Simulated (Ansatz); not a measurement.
# 1T-CdBrI monolayer in a perpendicular field, part 2 of 2

Aim: how the 1T-CdBrI monolayer screens a field along its normal, and what the field does to its bands. A positive field points along +c.

Ansatz 0.2.0; plane-wave DFT, PBE-D3(BJ), Ansatz PAW.

So far, gap on the k-mesh (eV): step 2 (relaxing the slab) 2.58.

## (3) Atoms held, field 0, start network

A sawtooth potential applies the field, turning back in the middle of the vacuum. With the dipole correction the typed value is the field outside the slab. The induced dipole is small, so the SCF threshold is tight.

The cell differs from the one that the last finished run ended in (c 35.560 → 21.309 Å).

File input.yaml:

```yaml
crystal:
  lattice:
    - [4.1325369842, 0.0, 0.0]
    - [-2.0662684921, 3.5788820104, 0.0]
    - [0.0, 0.0, 21.309322948]
  atoms:
    - { symbol: I, position: [0.6666666667, 0.3333333333, 0.4223503497] }
    - { symbol: Cd, position: [0.0, 0.0, 0.5058754334] }
    - { symbol: Br, position: [0.3333333333, 0.6666666667, 0.5776496503] }
kpoints:
  mp_grid: { grid: [12, 12, 1] }
  band_path:
    path: [[0, 0, 0], [0.5, 0, 0], [0.33333333, 0.33333333, 0], [0, 0, 0]]
    npoints: 16
hamiltonian:
  xc: pbe
  dispersion: d3bj
scf:
  occupations: { method: fermi_dirac, width: 0.02585 }
  convergence: { dr2_threshold: 1.0e-10 }
efield:
  axis: 3
  dipole_correction: true
  ramp_position: 0.97
  ramp_width: 0.06
  amplitude: 0
output:
  dos: { projected: true, e_range: [-6, 5] }
  write_potential: true
  write_density: true
  volumetric_format: npy
  elf: true
```

Command:

```sh
$ ansatz run input.yaml --threads 2 --pin off --max-ram 3072MiB --backend cpu --events-out ev --progress --plain --runs-dir out
```

Numbers of over 12 decimals in the logs are rounded to 6 here.

Log:

```text
[...]
Crystal: 3 atoms, lattice volume = 315.162 Å³
Basis set: ecut = 420 eV, 6059 PW (Γ)
Bands: 27, of which v1, the nominal top of the filled ones, is band 22 counted from 1 (21 counted from 0)
Symmetry: 6 space group operations
[...]
k-points: 19 of 144 (time reversal used)
[...]
SCF iter   1: F=—  HF=-18553.379770 eV  |F-HF|=—  |Δ(HF+E_count)|=         —  Δρ=4.76e-4  dr2=6.08e-4  ethr=1.77e-3  p=-0.025 e·Å  D=-1.46e-2 V/Å  ΔV_dip=0.31 eV  dr2_dipole=2.54e-5  V_vac-E_F(+/−)=5.18/4.87 eV  ⟨swp⟩=14.3  Hψ=3496  notcnv=0
efield: sawtooth ramp at fractional position 0.9700 (set: `efield.ramp_position`, or a place that a band, a saddle search or an elastic batch's reference lends), width 0.0600; the density the first Hamiltonian is built on has a dipole p = -0.025 e·Å; the dipole correction subtracts the counter field D = -1.46e-2 V/Å, which shifts the + side's vacuum level by +0.31 eV against the − side's; the planar-averaged density in the ramp window peaks in size at 9.7e-6 e/Å³
[...]
SCF iter   2: F=—  HF=-18553.380607 eV  |F-HF|=—  |Δ(HF+E_count)|=   8.37e-4  Δρ=2.69e-4  dr2=3.39e-4  ethr=1.38e-6  p=-0.023 e·Å  D=-1.34e-2 V/Å  ΔV_dip=0.28 eV  dr2_dipole=3.30e-5  V_vac-E_F(+/−)=5.17/4.88 eV  ⟨swp⟩=3.8  Hψ=1475  notcnv=0  defer=19
[...]
SCF iter   9: F=-18553.380925 eV  HF=-18553.380925 eV  |F-HF|=4.37e-11  |Δ(HF+E_count)|=  7.82e-10  Δρ=1.40e-7  dr2=5.81e-11  ethr=1.00e-12  p=-0.025 e·Å  D=-1.44e-2 V/Å  ΔV_dip=0.31 eV  dr2_dipole=1.57e-12  V_vac-E_F(+/−)=5.17/4.86 eV  ⟨swp⟩=9.9  Hψ=2151  notcnv=0
SCF 1 converged in 9 iterations: F = -18553.380925 eV  dr2 = 5.81e-11
[...]
NSCF: frozen V_eff on 49 k-points
efield: sawtooth ramp at fractional position 0.9700 (kept from the solve that this one continues, or follows in the run), width 0.0600; the density the first Hamiltonian is built on has a dipole p = -0.025 e·Å; the dipole correction subtracts the counter field D = -1.44e-2 V/Å, which shifts the + side's vacuum level by +0.31 eV against the − side's; the planar-averaged density in the ramp window peaks in size at 5.6e-6 e/Å³
WARN: The output density's exchange-correlation potential varies sharply where the density is thin. Do not read a vacuum level from v_tot or v_xc, or from such a field of the output density. On a cell that repeats whose density bears no net charge and no dipole along the vacuum's axis use v_es (v_loc + v_h of the components); under efield.dipole_correction with no amplitude use v_es + v_field, which holds any externa [...]
SCF converged after 9 iterations
Free energy (F): -18553.380925 eV
[...]
Internal energy: -18553.380925 eV  (E = F + TS)
E sigma→0 (E₀):  -18553.380925 eV
Fermi energy:    -1.342534 eV
Dipole field:    D = -0.014449 V/Å  (p = -0.025165 e·Å, saw-weighted, corrected)
Work function:   Φ+ = 5.1722 eV   Φ− = 4.8643 eV
Levels:          The Fermi level and band energies are counted from a zero that moves with the ramp; work functions are not
[...]
--- Band table (eV; the first three rows and the last of 19) ---
  k-point 0: bands = [... 18 lower, -3.7780, -3.7780, -2.6397, -2.6397, -0.0601, 1.9984, 3.1861, 3.4948, ... 1 higher]
  k-point 1: bands = [... 18 lower, -3.8379, -3.8254, -2.9166, -2.6801, 0.1430, 2.2808, 3.1977, 3.5035, ... 1 higher]
  k-point 2: bands = [... 18 lower, -3.9557, -3.7727, -3.4963, -2.7801, 0.5127, 2.6054, 3.2519, 3.6442, ... 1 higher]
  k-point 18: bands = [... 18 lower, -5.2097, -4.9477, -3.7244, -3.4012, 0.5890, 3.4021, 3.9209, 5.0168, ... 1 higher]
```

The job ended after 35 s (2 threads of Intel Xeon at 2.50GHz (Skylake/Cascade Lake), shared host; peak memory 0.64 GiB).

Numbers from this step:

- dipole along the normal: -0.02516 e·Å
- gap along the path: 2.580 eV
- smallest direct gap along the path: 2.580 eV
- step between the vacuum levels: 0.3079 eV
- ionisation energy, upper face: 6.469 eV
- electron affinity, upper face: 3.890 eV
- ionisation energy, lower face: 6.161 eV
- gap, the smaller of path and mesh: 2.580 eV

Running mean over a fixed 2.5 Å (it still follows the layers) of the planar mean; the ramp of the sawtooth is left out. Electron's electrostatic potential energy less the Fermi level against z:

```csv
z (Å),electron's electrostatic potential energy less the Fermi level (eV)
3.0,4.86
3.5,4.86
4.0,4.86
4.5,4.86
5.0,4.86
5.5,4.86
6.0,4.82
6.5,4.68
7.0,4.07
7.5,2.85
8.0,1.58
8.5,0.139
9.0,-1.19
9.5,-2.32
10.0,-2.85
10.5,-3.19
11.0,-3.97
11.5,-4.68
12.0,-3.87
12.5,-2.24
13.0,-0.606
13.5,1.66
14.0,3.92
14.5,4.92
15.0,5.12
15.5,5.16
16.0,5.17
16.5,5.17
17.0,5.17
17.5,5.17
18.0,5.17
```

The density of states has structure finer than the step of the table below, so its rows give means over 0.2 eV, whole bins alone (the curve runs from -6 to 3.26 eV). Peaks (eV: height): -5.20: 7.06, -4.87: 5.37, -3.16: 7.79, -2.47: 6.88, -2.22: 11.7, -2.03: 6.87, 1.91: 7.80.

Table of density of states by energy, zero at the Fermi level of the run, which the smearing sets inside the gap; means over each step:

```csv
energy (eV),density of states (states/eV a cell)
-5.6,0
-5.4,0.0949
-5.2,4.67
-5.0,2.92
-4.8,1.07
-4.6,0
-4.4,1.33
-4.2,2.30
-4.0,2.21
-3.8,2.04
-3.6,2.26
-3.4,3.15
-3.2,5.97
-3.0,3.73
-2.8,2.77
-2.6,2.20
-2.4,2.72
-2.2,6.67
-2.0,4.27
-1.8,3.57
-1.6,2.08
-1.4,1.24
-1.2,0.0167
-1.0,0
-0.8,0
-0.6,0
-0.4,0
-0.2,0
0.0,0
0.2,0
0.4,0
0.6,0
0.8,0
1.0,0
1.2,0.00287
1.4,1.12
1.6,1.84
1.8,3.43
2.0,3.38
2.2,0.00217
2.4,0
```

Projected DOS per atom over height of the atomic layer and energy from the Fermi level. Layers: I Cd Br from below.

Values in states/eV, 22 rows by 3 columns, each cell a mean:
```
0.00 0.00 0.00
0.00 0.00 0.00
0.09 0.21 0.07
0.72 1.90 0.62
0.16 0.47 0.14
0.00 0.00 0.00
0.00 0.00 0.00
0.00 0.00 0.00
0.00 0.00 0.00
0.00 0.00 0.00
0.17 0.00 0.01
1.88 0.05 0.24
3.40 0.15 1.43
1.80 0.08 1.73
0.84 0.05 2.04
1.54 0.06 2.93
0.71 0.04 1.37
1.01 0.03 1.18
0.26 0.00 0.26
0.88 0.98 1.21
0.42 0.58 0.64
0.00 0.00 0.00
```
Columns: height of the atomic layer (Å) from 9 to 12.3 (not evenly spaced); rows upwards: energy from the Fermi level (eV) from -5.96 to 3.22.

The electronic bands at the labelled points (eV, zero at the Fermi level of the run, which the smearing sets inside the gap):

```csv
point,band 19,band 20,band 21,band 22,band 23,band 24,band 25,band 26
Γ,-2.44,-2.44,-1.30,-1.30,1.28,3.34,4.53,4.84
halfway,-2.79,-2.77,-2.27,-1.55,1.96,3.86,4.96,5.34
M,-3.18,-3.14,-2.07,-1.74,1.32,3.87,5.30,5.47
halfway,-3.57,-3.23,-2.19,-2.04,1.70,4.56,5.28,5.74
K,-3.87,-3.61,-2.38,-2.06,1.93,4.74,5.26,6.36
halfway,-3.33,-2.65,-2.22,-1.85,2.08,4.42,4.74,5.53
Γ,-2.44,-2.44,-1.30,-1.30,1.28,3.34,4.53,4.84
```

Valence density in the ca plane at fractional y = 0.000, with atoms of Cd within 0.2 Å of it. It is the smooth field of the valence electrons, not physical close to the nuclei.

Values in e/Å³, 6 rows by 16 columns, each cell a mean:
```
 0  0  0  0  0  0  1  9  1  0  0  0  0  0  0  0
 0  0  0  0  0  0  0  0  0  0  0  0  0  0  0  0
 0  0  0  0  0  0  0  0  0  0  0  0  0  0  0  0
 0  0  0  0  0  0  0  0  0  0  0  0  0  0  0  0
 0  0  0  0  0  0  0  1  0  0  0  0  0  0  0  0
 0  0  0  0  0  0  2 14  1  0  0  0  0  0  0  0
```
Columns run along c (16.0 Å, from fractional 0.17 to 0.92 of the cell), rows up along a (4.1 Å). Atoms in or near the plane, at fractional coordinates: Cd at (0.51, 0.00).

ELF in the ca plane at fractional y = 0.000, with atoms of Cd within 0.2 Å of it. It is the smooth field of the valence electrons, not physical close to the nuclei.

Ten even steps from '0' (0.00) to '9' (0.83), each cell a mean:
```
00000000000000000000112588631000000000000000
00000000000000000012211355421110000000000000
00000000000000012355542122112332100000000000
00000000000000125788874211136776420000000000
00000000000000246888886311268887531000000000
00000000000000247898887311368987631000000000
00000000000000136788886211257887521000000000
00000000000000013567753111124554210000000000
00000000000000001233321233211221000000000000
00000000000000000001112467521000000000000000
00000000000000000000013699631000000000000000
```
Columns run along c (16.0 Å, from fractional 0.09 to 0.84 of the cell), rows up along a (4.1 Å). Atoms in or near the plane, at fractional coordinates: Cd at (0.51, 0.00).

Electrostatic potential energy in the ca plane at fractional y = 0.000, with atoms of Cd within 0.2 Å of it. With pseudopotentials it is smooth inside the atoms' cores, unlike the true potential.

Values in eV, 6 rows by 16 columns, each cell a mean:
```
  4   4   4   4   3   2 -11 -22  -8   2   4   4   4   4   4   4
  4   4   4   3   3   1  -2  -8  -1   2   4   4   4   4   4   4
  4   4   4   3   2  -3  -1   1   0   1   3   4   4   4   4   4
  4   4   4   3   2  -2   0   0   0   1   3   4   4   4   4   4
  4   4   4   4   3   1  -4 -13  -2   2   4   4   4   4   4   4
  4   4   4   4   3   2 -12 -22 -10   2   4   4   4   4   4   4
```
Columns run along c (16.0 Å, from fractional 0.17 to 0.92 of the cell; values clipped at the 3rd and 97th percentile), rows up along a (4.1 Å). Atoms in or near the plane, at fractional coordinates: Cd at (0.51, 0.00).

The gap is 2.58 eV, with the valence edge 6.47 eV and the conduction edge 3.89 eV under the upper vacuum level. Spin-orbit coupling, left out in this run, matters for the bands of elements this heavy.

## (4) Atoms held, field 0.1 V/Å

Edit input.yaml of step 3 so:

```diff
@@ -23,7 +23,6 @@
   dipole_correction: true
-  ramp_position: 0.97
-  ramp_width: 0.06
-  amplitude: 0
+  ramp_position: 0.9484
+  ramp_width: 0.0943
+  amplitude: 0.1
 output:
-  dos: { projected: true, e_range: [-6, 5] }
   write_potential: true
@@ -31,2 +30 @@
   volumetric_format: npy
-  elf: true
```

Log:

```text
[...]
Crystal: 3 atoms, lattice volume = 315.162 Å³
Basis set: ecut = 420 eV, 6059 PW (Γ)
Bands: 27, of which v1, the nominal top of the filled ones, is band 22 counted from 1 (21 counted from 0)
Symmetry: 6 space group operations
[...]
k-points: 19 of 144 (time reversal used)
[...]
k-point 0: bands = [... 18 lower, -3.7584, -3.7584, -2.6617, -2.6617, -0.0588, 1.9844, 2.9081, 3.6895, ... 1 higher]
  k-point 1: bands = [... 18 lower, -3.8388, -3.8064, -2.9377, -2.7015, 0.1444, 2.2660, 2.9483, 3.6716, ... 1 higher]
  k-point 2: bands = [... 18 lower, -3.9384, -3.7745, -3.5145, -2.7999, 0.5131, 2.5903, 3.0840, 3.6673, ... 1 higher]
  k-point 18: bands = [... 18 lower, -5.2117, -4.9520, -3.7211, -3.4167, 0.5839, 3.3865, 3.9132, 4.9999, ... 1 higher]
[key lines of the parts left out:]
SCF converged after 11 iterations
Free energy (F): -18553.380468 eV
Fermi energy:    -1.354244 eV
Dipole field:    D = 0.009208 V/Å  (p = 0.016037 e·Å, saw-weighted, corrected)
```

It took 34 s on 2 threads; peak memory 0.59 GiB.

The dipole is 0.0160 e·Å, 0.0412 e·Å from its value without field, and the gap 2.603 eV.

## (5) Atoms held, field -0.1 V/Å

Edit input.yaml of step 4 so:

```diff
@@ -25,3 +25,3 @@
   ramp_width: 0.0943
-  amplitude: 0.1
+  amplitude: -0.1
 output:
```

Log:

```text
[...]
Crystal: 3 atoms, lattice volume = 315.162 Å³
Basis set: ecut = 420 eV, 6059 PW (Γ)
Bands: 27, of which v1, the nominal top of the filled ones, is band 22 counted from 1 (21 counted from 0)
Symmetry: 6 space group operations
[...]
k-points: 19 of 144 (time reversal used)
[...]
k-point 0: bands = [... 18 lower, -3.7959, -3.7959, -2.6157, -2.6157, -0.0608, 2.0120, 3.2087, 3.4344, ... 1 higher]
  k-point 1: bands = [... 18 lower, -3.8427, -3.8347, -2.8935, -2.6567, 0.1424, 2.2933, 3.2463, 3.4184, ... 1 higher]
  k-point 2: bands = [... 18 lower, -3.9715, -3.7689, -3.4756, -2.7583, 0.5133, 2.6074, 3.3492, 3.5120, ... 1 higher]
  k-point 18: bands = [... 18 lower, -5.2066, -4.9412, -3.7252, -3.3836, 0.5958, 3.4182, 3.9284, 5.0279, ... 1 higher]
[key lines of the parts left out:]
SCF converged after 11 iterations
Free energy (F): -18553.385501 eV
Fermi energy:    -1.329507 eV
Dipole field:    D = -0.038096 V/Å  (p = -0.066351 e·Å, saw-weighted, corrected)
```

Elapsed: 34 s, on 2 threads; peak memory 0.59 GiB.

The dipole is -0.0664 e·Å, -0.0412 e·Å from its value without field, and the gap 2.555 eV.

## (6) Response, atoms held

This step: plane-wave DFT, PBE-D3(BJ), Ansatz PAW; response to a field along the normal, atoms held (Ansatz 0.2.0).

The dipoles give the slope, and the difference of two potentials shows where the field is screened.

This step gave:

| Quantity | Value |
| --- | --- |
| equivalent conductor thickness p/(ε₀AE) | 5.040 Å |
| distance between the outer atoms | 3.309 Å |

The dipole of the cell by applied field:

```csv
applied field (V/Å),dipole of the cell (e·Å)
-0.1000,-0.0664
0.0000,-0.0252
0.1000,0.0160
```

Local field over the applied field, running mean. From the potentials at -0.1 and 0.1 V/Å; running mean over 2.5 Å. Table of local field over applied field by z:

```csv
z (Å),local field over applied field
4.5,0.999
5.0,0.995
5.5,0.986
6.0,0.959
6.5,0.896
7.0,0.776
7.5,0.615
8.0,0.438
8.5,0.275
9.0,0.161
9.5,0.121
10.0,0.127
10.5,0.141
11.0,0.154
11.5,0.170
12.0,0.204
12.5,0.292
13.0,0.435
13.5,0.601
14.0,0.759
14.5,0.885
15.0,0.955
15.5,0.985
16.0,0.995
16.5,0.999
17.0,1.000
```

Electrons, planar mean, per unit field. Table of induced electron density by z:

z (Å), induced electron density (e/Å³ per V/Å) and a bar from the least value:
```
     4.14    0.00000 ###############
     4.44    0.00000 ###############
     4.88    0.00001 ###############
     5.18    0.00003 ###############
     5.62    0.00008 ###############
     5.92    0.00016 ################
     6.22    0.00030 ################
     6.66    0.00073 ##################
     6.96    0.00125 ####################
     7.25    0.00203 ########################
     7.70    0.00330 ##############################
     7.99    0.00340 ##############################
     8.43    0.00163 ######################
     8.73    0.00131 #####################
     9.03    0.00065 ##################
     9.47   -0.00010 ###############
     9.77   -0.00071 ############
    10.06   -0.00124 ##########
    10.51   -0.00067 ############
    10.80    0.00006 ###############
    11.25    0.00089 ###################
    11.54    0.00079 ##################
    11.84    0.00000 ###############
    12.28   -0.00084 ###########
    12.58   -0.00134 #########
    12.87   -0.00236 #####
    13.32   -0.00339 
    13.61   -0.00273 ###
    14.06   -0.00139 #########
    14.35   -0.00080 ###########
    14.65   -0.00043 #############
    15.09   -0.00016 ##############
    15.39   -0.00008 ###############
    15.69   -0.00004 ###############
    16.13   -0.00001 ###############
    16.43   -0.00001 ###############
    16.87    0.00000 ###############
    17.17    0.00000 ###############
```

The smaller of the gaps on the path and on the k-mesh, counted as 0 under 0.03 eV. The gap by applied field:

```csv
applied field (V/Å),gap (eV)
-0.1000,2.55
0.0000,2.58
0.1000,2.60
```

By hand: between -0.1 and 0.1 V/Å the dipole changes by 0.08239 e·Å, a slope of 0.4119 e·Å²/V. A perfect conductor of thickness t has p = ε₀AEt, so t = 180.95 × 0.4119 / 14.790 = 5.04 Å (e/ε₀ = 180.95 V·Å, A in Å²).

The induced dipole is that of a conductor 5.04 Å thick.

## (7) Results

* gap without field: 2.58 eV
* ionisation energy, upper face: 6.47 eV
* electron affinity, upper face: 3.89 eV
* step between the vacuum levels: 0.308 eV
* equivalent conductor thickness, atoms held: 5.04 Å

In words: The induced dipole equals that of a perfect conductor 5.04 Å thick, while the outer atoms lie 3.31 Å apart; an out-of-plane ε follows only once a thickness t is chosen, by 1 − 1/ε = 5.04 Å / t. The two faces differ: the vacuum level above lies 0.31 eV higher than the one below. The gap goes from 2.58 eV to 2.55 eV at -0.1 V/Å. Semilocal functionals give gaps that are too small, and excitons are not included. Spin-orbit coupling is left out, which matters for the bands of elements this heavy.

[Logs are printed without paths, hosts, clocks, repeated set-up lines and the standing remarks that a program may print on its own settings, such as how far it seeks lower states.]

[Hosts, paths, dates, database ids (printed as entryN), source tags and the programs' standing remarks are cut or masked in the printed files.]

[Maps of the electrostatic potential energy from Ansatz leave out the sawtooth potential of an applied field or a dipole correction, so their vacuum need not be flat; planar profiles and work functions include it.]

[The density of states shown here was stored with 400 of the rows of the run's finer table, so its peaks can read low, often by over a quarter, or be missed, and its means over a window can be off by a tenth or more.]
